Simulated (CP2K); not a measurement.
Consider 2-fluorocarbonylpyridine at its PBE geometry (Å).

```xyz
13

O     3.1465   -0.5274    0.0545
C     2.3264    0.3303    0.2570
F     2.7132    1.5752    0.6691
C     0.8444    0.2189    0.1172
C     0.3188   -1.0074   -0.3107
C    -1.0648   -1.1238   -0.4330
C    -1.8576   -0.0187   -0.1204
C    -1.2321    1.1628    0.2973
N     0.0952    1.2989    0.4144
H     0.9935   -1.8316   -0.5350
H    -1.5154   -2.0584   -0.7649
H    -2.9434   -0.0635   -0.1962
H    -1.8248    2.0448    0.5506
```

Method: CP2K XAS_TDP, all-electron GAPW, PBEh(45%), aug-cc-pVDZ, TDA, no relativity.

Q: Predict the bright core excitations at the N K edge.

Leading lines: N9 394.49 eV. The leading line of an atom is its first one with 35 % of the strongest within 2.5 eV of its lowest line over the strength cut. 

The first six lines of each atom with a strength over 0.0015:

```
              atom  energy (eV)  states  strength, one atom
N9 (bonded to 2 C)       394.49       1              0.0512
                         402.04       1              0.0039
                         402.11       1              0.0025
                         402.48       1              0.0044
                         402.50       1              0.0058
                         402.63       1              0.0029
```

Lines are vertical, at one geometry, with no vibrational structure. Without a correction of the core level, line positions, and the gaps between valence and Rydberg lines, follow the share of exact exchange. At this level such K lines come out 3 to 6 eV under measured ones. These values hold no scalar relativity, about 0.2 eV for N 1s. Rydberg lines, and the discretised continuum above threshold, depend on the basis and the box.

[Banner, clock and machine lines of the logs are left out without a mark of their own.]

[Logs are printed without paths, hosts, clocks, repeated set-up lines and the standing remarks that a program may print on its own settings, such as how far it seeks lower states.]

[Hosts, paths, dates, database ids (printed as entryN), source tags and the programs' standing remarks are cut or masked in the printed files.]
